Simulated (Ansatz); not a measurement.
**Pd wire along [110], 14 atoms a period: bands along the axis**

Wanted: the relaxed geometry and the bands of the Pd wire along [110], 14 atoms a period.

Method: DFT PBE, plane waves, PAW; relaxation of a wire's period; PAW set soft_1, in the first sound run; inputs show where later runs differ, in Ansatz 0.2.0.

## 1. The starting structure

The cell holds 14 atoms: 14 Pd. Cell: a = 14.680 Å, b = 15.158 Å, c = 2.786 Å, α = 90.0°, β = 90.0°, γ = 90.0°. Vacuum lies along a and b. The structure's axis is c.

## 2. Relaxing the period

Band widths follow the bond lengths, so the wire is relaxed first. The atoms and the third cell vector are free; the box across stays fixed as vacuum. A Fermi-Dirac smearing is set since the result may be a metal. The pressure printed is a third of the stress's trace over the whole box, vacuum included; only the stress along the axis is relaxed.

input.yaml

```yaml
crystal:
  lattice:
    - [14.68, 0.0, 0.0]
    - [0.0, 15.158, 0.0]
    - [0.0, 0.0, 2.7860007179]
  atoms:
    - { symbol: Pd, position: [0.365803815, 0.683797453, 0.0] }
    - { symbol: Pd, position: [0.365803815, 0.500000071, 0.0] }
    - { symbol: Pd, position: [0.634196185, 0.683797453, 0.0] }
    - { symbol: Pd, position: [0.634196185, 0.500000071, 0.0] }
    - { symbol: Pd, position: [0.231607629, 0.40810138, 0.5] }
    - { symbol: Pd, position: [0.231607629, 0.591898762, 0.5] }
    - { symbol: Pd, position: [0.5, 0.224303998, 0.5] }
    - { symbol: Pd, position: [0.5, 0.40810138, 0.5] }
    - { symbol: Pd, position: [0.5, 0.591898762, 0.5] }
    - { symbol: Pd, position: [0.5, 0.775696144, 0.5] }
    - { symbol: Pd, position: [0.768392371, 0.40810138, 0.5] }
    - { symbol: Pd, position: [0.768392371, 0.591898762, 0.5] }
    - { symbol: Pd, position: [0.365803815, 0.316202689, 0.0] }
    - { symbol: Pd, position: [0.634196185, 0.316202689, 0.0] }
kpoints:
  mp_grid: { grid: [1, 1, 29] }
scf:
  occupations: { method: fermi_dirac, width: 0.05 }
hamiltonian:
  xc: pbe
  pseudopotentials: { kind: paw, azcp: { folder: soft_1 } }
relax:
  cell: { fix: [a, b, alpha, beta, gamma] }
  max_steps: 45
  f_tol: 0.03
```

The run is started by

```console
> ansatz run input.yaml --threads 4 --pin off --max-ram 16384MiB --backend cpu --events-out ev --progress --plain --runs-dir out
```

Numbers of over 12 decimals in the logs are rounded to 6 here.

Log:

```text
Engine: ansatz 0.2.0, aarch64-unknown-linux-gnu
Pseudopotentials: kind: paw
Pseudopotential: Pd, paw, valence charge 18, recommended cutoff 420 eV (normal), soft_1/Pd.paw.azcp
Functional definition: PBE
  parameter kappa = 0.804
  parameter beta = 0.066725
  exchange = pbe_x(kappa = kappa, mu = beta*pi^2/3)
  correlation = pbe_c(beta = beta)
Crystal: 14 atoms, lattice volume = 619.939 Å³
Basis set: ecut = 420 eV, 12115 PW (Γ), exchange–correlation on 200×216×40 points (8 copies of the dense FFT grid, shifted against one another)
Bands: 152, of which v1, the nominal top of the filled ones, is band 126 counted from 1 (125 counted from 0)
Symmetry: 8 space group operations
Space group: Pmmm (ITA 47), of the structure as read, at distance tolerance 8.5e-5 Å
k-points: 15 of 29
Non-local potential: Pd, projectors of the file, l = 0: 2, l = 1: 2, l = 2: 2, l = 3: 1
PAW form: soft (Blöchl's): semilocal exchange-correlation on the pseudo side does not see the compensation charge
PAW one-centre angular grid: Pd, 590 points (default); XC on 64 Gauss nodes
Initial density: superposition of atomic densities (neutral atoms: chi_scale 0, normalization atom)
Initial wavefunctions: pseudopotential atomic-orbital guess
Functional: x = pbe(κ = 0.804, μ = 0.219515), c = pbe(β = 0.066725)
SCF iter   1: F=—  HF=-97625.559881 eV  |F-HF|=—  |Δ(HF+E_count)|=         —  Δρ=9.48e-2  dr2=7.57e1  ethr=3.10e-3  ⟨swp⟩=6.4  Hψ=8357  notcnv=0  defer=63
preconditioner: auto → LDOS  [metal: Δε(μ)=0.011 eV  Ē_g=5.324 eV  σ=0.050 eV  W_gap=0.06  n_scr=114 (ndim 8)  ℏωp=17.6 eV  f_vac=0.582  D(μ)=27.06/eV (n_scr^D=234)  β→1.0]
SCF iter   2: F=—  HF=-97627.895172 eV  |F-HF|=—  |Δ(HF+E_count)|=    2.34e0  Δρ=1.02e-1  dr2=6.25e1  ethr=3.10e-3  ⟨swp⟩=3.7  Hψ=6024  notcnv=0  defer=179
SCF iter   3: F=—  HF=-97612.336352 eV  |F-HF|=—  |Δ(HF+E_count)|=    1.56e1  Δρ=1.69e-2  dr2=3.16e0  ethr=3.10e-3  ⟨swp⟩=3.1  Hψ=5478  notcnv=0  defer=229
SCF iter   4: F=—  HF=-97612.371227 eV  |F-HF|=—  |Δ(HF+E_count)|=   3.49e-2  Δρ=5.49e-3  dr2=1.66e0  ethr=1.25e-3  ⟨swp⟩=2.6  Hψ=3525  notcnv=0  defer=219
SCF iter   5: F=—  HF=-97612.296512 eV  |F-HF|=—  |Δ(HF+E_count)|=   7.47e-2  Δρ=3.92e-3  dr2=2.75e-1  ethr=6.57e-4  ⟨swp⟩=2.0  Hψ=2318  notcnv=0  defer=219
SCF iter   6: F=—  HF=-97612.288378 eV  |F-HF|=—  |Δ(HF+E_count)|=   8.13e-3  Δρ=1.20e-3  dr2=1.56e-2  ethr=1.09e-4  ⟨swp⟩=2.0  Hψ=2551  notcnv=0  defer=219
SCF iter   7: F=—  HF=-97612.288713 eV  |F-HF|=—  |Δ(HF+E_count)|=   3.35e-4  Δρ=5.65e-4  dr2=4.11e-3  ethr=6.19e-6  ⟨swp⟩=2.0  Hψ=3181  notcnv=0  defer=219
SCF iter   8: F=—  HF=-97612.289038 eV  |F-HF|=—  |Δ(HF+E_count)|=   3.25e-4  Δρ=2.64e-4  dr2=8.99e-4  ethr=1.63e-6  ⟨swp⟩=2.0  Hψ=3190  notcnv=0  defer=219
SCF iter   9: F=—  HF=-97612.289002 eV  |F-HF|=—  |Δ(HF+E_count)|=   3.60e-5  Δρ=1.30e-4  dr2=2.34e-4  ethr=3.57e-7  ⟨swp⟩=2.0  Hψ=2973  notcnv=0  defer=219
SCF iter  10: F=—  HF=-97612.289002 eV  |F-HF|=—  |Δ(HF+E_count)|=   3.03e-7  Δρ=8.73e-5  dr2=1.03e-4  ethr=9.30e-8  ⟨swp⟩=2.1  Hψ=2696  notcnv=0  defer=219
SCF iter  11: F=—  HF=-97612.289006 eV  |F-HF|=—  |Δ(HF+E_count)|=   3.43e-6  Δρ=4.89e-5  dr2=2.97e-5  ethr=4.07e-8  ⟨swp⟩=1.5  Hψ=2077  notcnv=0  defer=219
SCF iter  12: F=—  HF=-97612.289123 eV  |F-HF|=—  |Δ(HF+E_count)|=   1.18e-4  Δρ=1.62e-5  dr2=3.51e-6  ethr=1.18e-8  ⟨swp⟩=1.9  Hψ=2751  notcnv=0  defer=219
SCF iter  13: F=—  HF=-97612.289123 eV  |F-HF|=—  |Δ(HF+E_count)|=   1.57e-7  Δρ=9.93e-6  dr2=1.18e-6  ethr=1.39e-9  ⟨swp⟩=2.0  Hψ=3047  notcnv=0  defer=219
SCF iter  14: F=—  HF=-97612.289124 eV  |F-HF|=—  |Δ(HF+E_count)|=   2.46e-7  Δρ=5.56e-6  dr2=4.16e-7  ethr=4.67e-10  ⟨swp⟩=2.1  Hψ=2799  notcnv=0  defer=219
SCF iter  15: F=—  HF=-97612.289124 eV  |F-HF|=—  |Δ(HF+E_count)|=   1.47e-8  Δρ=3.04e-6  dr2=1.08e-7  ethr=1.65e-10  ⟨swp⟩=1.9  Hψ=2327  notcnv=0  defer=219
SCF iter  16: F=-97612.289124 eV  HF=-97612.289124 eV  |F-HF|=2.46e-8  |Δ(HF+E_count)|=   1.39e-8  Δρ=1.48e-6  dr2=3.36e-8  ethr=3.97e-11  ⟨swp⟩=4.0  Hψ=6331  notcnv=0
SCF 1 converged in 16 iterations: F = -97612.289124 eV  dr2 = 3.36e-8
  greatest PAW one-centre occupation: 0.999 electrons in one spin orbital (limit 2), on the Pd atom at site 11 (counted from 0), in its partial waves of l = 0
relax step   1: F+E_penalty+E_count = -97612.28912369 eV  Δ(F+E_penalty+E_count) = +0.000e0 eV  max|allowed force component| = 4.311e-1 eV/Å  Δτ_max = 0.0000 Å  P = -2.051 GPa  Ω = 619.939 Å³  fix = [a, b, alpha, beta, gamma]  reactions: a -1.620, b -1.291 GPa  (16 SCF iters, dr2 threshold 1.00e-7 eV, accepted)
Crystal: 14 atoms, lattice volume = 593.666 Å³
Basis set: ecut = 420 eV, 11671 PW (Γ), exchange–correlation on 200×216×40 points (8 copies of the dense FFT grid, shifted against one another)
Initial density: handed on by an earlier stage of this run
Initial wavefunctions: those handed on with the density
iter 1 solved again at ethr=6.41e-4 eV; its pass at ethr=3.10e-3 eV (dr2=1.61e0 eV) is discarded
SCF iter   1: F=—  HF=-97612.681966 eV  |F-HF|=—  |Δ(HF+E_count)|=         —  Δρ=1.43e-2  dr2=1.63e0  ethr=6.41e-4  ⟨swp⟩=3.5  Hψ=11629  notcnv=0
preconditioner: auto → LDOS  [metal: Δε(μ)=0.005 eV  Ē_g=6.426 eV  σ=0.050 eV  W_gap=0.03  n_scr=98 (ndim 8)  ℏωp=18.0 eV  f_vac=0.581  D(μ)=32.58/eV (n_scr^D=318)  β→1.0]
SCF iter   2: F=—  HF=-97612.590304 eV  |F-HF|=—  |Δ(HF+E_count)|=   9.17e-2  Δρ=9.67e-3  dr2=9.95e-1  ethr=6.41e-4  ⟨swp⟩=4.0  Hψ=4242  notcnv=0
SCF iter   3: F=—  HF=-97612.418127 eV  |F-HF|=—  |Δ(HF+E_count)|=   1.72e-1  Δρ=3.42e-3  dr2=1.38e-1  ethr=3.95e-4  ⟨swp⟩=2.9  Hψ=3888  notcnv=0  defer=52
SCF iter   4: F=—  HF=-97612.412229 eV  |F-HF|=—  |Δ(HF+E_count)|=   5.90e-3  Δρ=1.73e-3  dr2=4.84e-2  ethr=5.47e-5  ⟨swp⟩=2.1  Hψ=3669  notcnv=0  defer=208
SCF iter   5: F=—  HF=-97612.408479 eV  |F-HF|=—  |Δ(HF+E_count)|=   3.75e-3  Δρ=8.41e-4  dr2=6.85e-3  ethr=1.92e-5  ⟨swp⟩=2.0  Hψ=3054  notcnv=0  defer=208
SCF iter   6: F=—  HF=-97612.408223 eV  |F-HF|=—  |Δ(HF+E_count)|=   2.56e-4  Δρ=2.53e-4  dr2=8.27e-4  ethr=2.72e-6  ⟨swp⟩=2.0  Hψ=3075  notcnv=0  defer=208
SCF iter   7: F=—  HF=-97612.407908 eV  |F-HF|=—  |Δ(HF+E_count)|=   3.15e-4  Δρ=9.52e-5  dr2=1.59e-4  ethr=3.28e-7  ⟨swp⟩=2.0  Hψ=3069  notcnv=0  defer=208
SCF iter   8: F=—  HF=-97612.407913 eV  |F-HF|=—  |Δ(HF+E_count)|=   5.52e-6  Δρ=5.19e-5  dr2=4.79e-5  ethr=6.32e-8  ⟨swp⟩=2.0  Hψ=2921  notcnv=0  defer=208
SCF iter   9: F=—  HF=-97612.407915 eV  |F-HF|=—  |Δ(HF+E_count)|=   1.50e-6  Δρ=1.97e-5  dr2=7.85e-6  ethr=1.90e-8  ⟨swp⟩=1.8  Hψ=2526  notcnv=0  defer=208
[...]
SCF 3 converged in 10 iterations: F = -97612.596990 eV  dr2 = 7.04e-7
relax step   3: F+E_penalty+E_count = -97612.59699000 eV  Δ(F+E_penalty+E_count) = -1.891e-1 eV  max|allowed force component| = 5.050e-2 eV/Å  Δτ_max = 0.0801 Å  P = -0.222 GPa  Ω = 602.447 Å³  energy of the carried Pulay correction = +2.131e-3 eV  fix = [a, b, alpha, beta, gamma]  reactions: a -0.044, b -0.167 GPa  (10 SCF iters, dr2 threshold 1.40e-6 eV, accepted)
[...]
relax step   4: F+E_penalty+E_count = -97612.60525645 eV  Δ(F+E_penalty+E_count) = -8.266e-3 eV  max|allowed force component| = 3.921e-2 eV/Å  Δτ_max = 0.0327 Å  P = -0.052 GPa  Ω = 598.840 Å³  energy of the carried Pulay correction = +2.578e-3 eV  fix = [a, b, alpha, beta, gamma]  reactions: a -0.015, b -0.113 GPa  (10 SCF iters, dr2 threshold 5.20e-7 eV, accepted)
[...]
relax step   5: F+E_penalty+E_count = -97612.60645673 eV  Δ(F+E_penalty+E_count) = -1.200e-3 eV  max|allowed force component| = 1.248e-2 eV/Å  Δτ_max = 0.0146 Å  P = +0.003 GPa  Ω = 598.142 Å³  energy of the carried Pulay correction = +2.665e-3 eV  fix = [a, b, alpha, beta, gamma]  reactions: a +0.000, b -0.043 GPa  (10 SCF iters, dr2 threshold 9.61e-8 eV, accepted)
[...]
relax step   6: F+E_penalty+E_count = -97612.60666026 eV  Δ(F+E_penalty+E_count) = -2.035e-4 eV  max|allowed force component| = 8.303e-3 eV/Å  Δτ_max = 0.0083 Å  P = -0.020 GPa  Ω = 598.246 Å³  energy of the carried Pulay correction = +2.652e-3 eV  fix = [a, b, alpha, beta, gamma]  reactions: a -0.027, b -0.044 GPa  (10 SCF iters, dr2 threshold 6.65e-9 eV, accepted)
Basis set: ecut = 420 eV, 11755 PW (Γ), exchange–correlation on 200×216×36 points (8 copies of the dense FFT grid, shifted against one another)
Initial wavefunctions: pseudopotential atomic-orbital guess (no wavefunctions were taken with the density)
iter 1 solved again at ethr=2.09e-7 eV; its pass at ethr=3.10e-3 eV (dr2=5.27e-4 eV) is discarded
SCF iter   1: F=—  HF=-97612.603001 eV  |F-HF|=—  |Δ(HF+E_count)|=         —  Δρ=7.58e-5  dr2=6.64e-6  ethr=2.09e-7  ⟨swp⟩=4.5  Hψ=16783  notcnv=0
preconditioner: auto → LDOS  [metal: Δε(μ)=0.003 eV  Ē_g=6.358 eV  σ=0.050 eV  W_gap=0.02  n_scr=98 (ndim 8)  ℏωp=18.0 eV  f_vac=0.572  D(μ)=34.78/eV (n_scr^D=366)  β→1.0]
SCF iter   2: F=—  HF=-97612.602686 eV  |F-HF|=—  |Δ(HF+E_count)|=   3.15e-4  Δρ=4.04e-5  dr2=6.55e-6  ethr=2.63e-9  ⟨swp⟩=2.8  Hψ=4475  notcnv=0
SCF iter   3: F=—  HF=-97612.602685 eV  |F-HF|=—  |Δ(HF+E_count)|=   1.82e-6  Δρ=1.22e-5  dr2=7.73e-7  ethr=2.60e-9  ⟨swp⟩=2.0  Hψ=3948  notcnv=0
SCF iter   4: F=—  HF=-97612.602684 eV  |F-HF|=—  |Δ(HF+E_count)|=   1.06e-7  Δρ=2.69e-6  dr2=4.38e-8  ethr=3.07e-10  ⟨swp⟩=3.5  Hψ=5213  notcnv=0
SCF iter   5: F=—  HF=-97612.602684 eV  |F-HF|=—  |Δ(HF+E_count)|=   1.37e-9  Δρ=7.90e-7  dr2=2.03e-9  ethr=1.74e-11  ⟨swp⟩=2.3  Hψ=3300  notcnv=0
SCF iter   6: F=—  HF=-97612.602684 eV  |F-HF|=—  |Δ(HF+E_count)|=   1.95e-9  Δρ=2.87e-7  dr2=6.59e-10  ethr=1.00e-12  ⟨swp⟩=2.0  Hψ=3415  notcnv=0
SCF iter   7: F=—  HF=-97612.602684 eV  |F-HF|=—  |Δ(HF+E_count)|=  7.28e-11  Δρ=9.06e-8  dr2=1.74e-10  ethr=1.00e-12  ⟨swp⟩=2.0  Hψ=2488  notcnv=0
SCF iter   8: F=-97612.602684 eV  HF=-97612.602684 eV  |F-HF|=2.91e-11  |Δ(HF+E_count)|=  4.37e-11  Δρ=5.63e-8  dr2=6.46e-11  ethr=1.00e-12  ⟨swp⟩=4.1  Hψ=6833  notcnv=0
SCF 7 converged in 8 iterations: F = -97612.602684 eV  dr2 = 6.46e-11
  greatest PAW one-centre occupation: 0.999 electrons in one spin orbital (limit 2), on the Pd atom at site 10 (counted from 0), in its partial waves of l = 0
relax step   7: F+E_penalty+E_count = -97612.60268446 eV  Δ(F+E_penalty+E_count) = +3.976e-3 eV  max|allowed force component| = 8.331e-3 eV/Å  Δτ_max = 0.0000 Å  P = -0.010 GPa  Ω = 598.246 Å³  fix = [a, b, alpha, beta, gamma]  reactions: a -0.021, b -0.039 GPa  stress off target by 2.78e-2 GPa on what of the cell is left free  SCF on the basis re-selected at this cell (its energy is not comparable with the rows above)  (8 SCF iters)
basis re-selected at this cell: Δ(F+E_penalty+E_count) = +3.976e-3 eV, ΔP = +0.010 GPa vs the last step (what re-selecting the basis moved, of the pressure what is left beyond the Pulay correction that the steps carried, after the strain that the cell walked since its last selection, with what the two solves' SCF thresholds leave and, on support functions, any second-order correction that the steps lacked; it is no measure of the basis error at this ecutwfc). The dense FFT grid was sized anew with the basis: this SCF ran on 100×108×18 points, the steps before it on 100×108×20, so part of this shift can come from that change (see relax.cell in the input reference). [rest of the remark cut]
SCF converged after 8 iterations
Free energy (F): -97612.602684 eV
Harris-Foulkes:  -97612.602684 eV  (|F-HF|=2.91e-11)
Internal energy: -97612.324200 eV  (E = F + TS)
E sigma→0 (E₀):  -97612.463442 eV
Entropy (-TS):   -0.278485 eV (-19.892 meV/atom)
Fermi energy:    3.503464 eV
--- Per-component energies (eV) ---
  E_band       = -5919.214651
  E_kinetic    = 6283.729368
  E_local      = -183504.468918  (includes V_loc(G=0)·N_el)
  E_nonlocal   = 5198.544403
  E_hartree    = 87263.396113
  E_xc         = -1927.248878
  E_vxc        = -2435.172087  (∫ρ·V_xc dr)
  E_paw        = -53361.209887  (= ΣΔE_a)
  E_vpaw       = -5988.642185  (= ΣTr[D̂ρ^β])
  E_aug_tail   = 0.003278  (compensation charges beyond the density's cutoff)
  E_ewald      = 42434.930321
  E_smearing   = -0.278485  (= −TS)
  E_closure    = -0.000000  (closes the sum)
  Σ components = -97612.602684   (vs F -97612.602684, Δ=0.00e0)
--- Forces (eV/Å), atoms counted from 1 ---
  atom   1  Pd     0.00329743    -0.00004459    -0.00000000
  atom   2  Pd     0.00214736    -0.00000000    -0.00000000
  atom   3  Pd    -0.00329743    -0.00004459    -0.00000000
  atom   4  Pd    -0.00214736     0.00000000     0.00000000
  atom   5  Pd    -0.00346526     0.00231806     0.00000000
  atom   6  Pd    -0.00346526    -0.00231806    -0.00000000
  atom   7  Pd    -0.00000000     0.00581194     0.00000000
  atom   8  Pd     0.00000000    -0.00833113    -0.00000000
  atom   9  Pd    -0.00000000     0.00833113     0.00000000
  atom  10  Pd     0.00000000    -0.00581194    -0.00000000
  atom  11  Pd     0.00346526     0.00231806     0.00000000
  atom  12  Pd     0.00346526    -0.00231806    -0.00000000
  atom  13  Pd     0.00329743     0.00004459     0.00000000
  atom  14  Pd    -0.00329743     0.00004459     0.00000000
  max |Σ_I F_I| component: 4.34e-19 eV/Å
--- Stress (GPa, compression-positive) ---
       -0.020668       0.000000       0.000000
        0.000000      -0.038564      -0.000000
        0.000000      -0.000000       0.027793
  P = ⅓ Tr σ = -0.0105 GPa (-0.105 kbar)
--- Relaxed structure (6 steps of the walk, 6 accepted, 1 SCFs on fresh bases) ---
  F+E_penalty+E_count = -97612.60268446 eV   max|allowed force component| = 8.331e-3 eV/Å   (the final SCF, on the basis selected at the relaxed cell)
  cell:  # Å, volume = 598.2460 Å³
    - [14.68, 0, 0]
    - [0, 15.158, 0]
    - [0, 0, 2.688511]
  atoms:
    - { symbol: Pd, position: [0.360946, 0.684861, 3.212234849285521e-19] }
    - { symbol: Pd, position: [0.365629, 0.500000, 0] }
    - { symbol: Pd, position: [0.639054, 0.684861, 3.2122348492855203e-19] }
    - { symbol: Pd, position: [0.634371, 0.500000, 0] }
    - { symbol: Pd, position: [0.231848, 0.410263, 0.5] }
    - { symbol: Pd, position: [0.231848, 0.589737, 0.5] }
    - { symbol: Pd, position: [0.5, 0.232343, 0.5] }
    - { symbol: Pd, position: [0.5, 0.409536, 0.5] }
    - { symbol: Pd, position: [0.5, 0.590464, 0.5] }
    - { symbol: Pd, position: [0.5, 0.767657, 0.5] }
    - { symbol: Pd, position: [0.768152, 0.410263, 0.5] }
    - { symbol: Pd, position: [0.768152, 0.589737, 0.5] }
    - { symbol: Pd, position: [0.360946, 0.315139, -3.2122348492855193e-19] }
    - { symbol: Pd, position: [0.639054, 0.315139, -3.212234849285521e-19] }
```

Wall time 3.5 min (4 threads of Arm Neoverse V2, shared host); peak memory 2.3 GiB; 14 min of CPU time.

(Part 1 of 2 ends here.)

[Logs are printed without paths, hosts, clocks, repeated set-up lines and the standing remarks that a program may print on its own settings, such as how far it seeks lower states.]

[Hosts, paths, dates, database ids (printed as entryN), source tags and the programs' standing remarks are cut or masked in the printed files.]
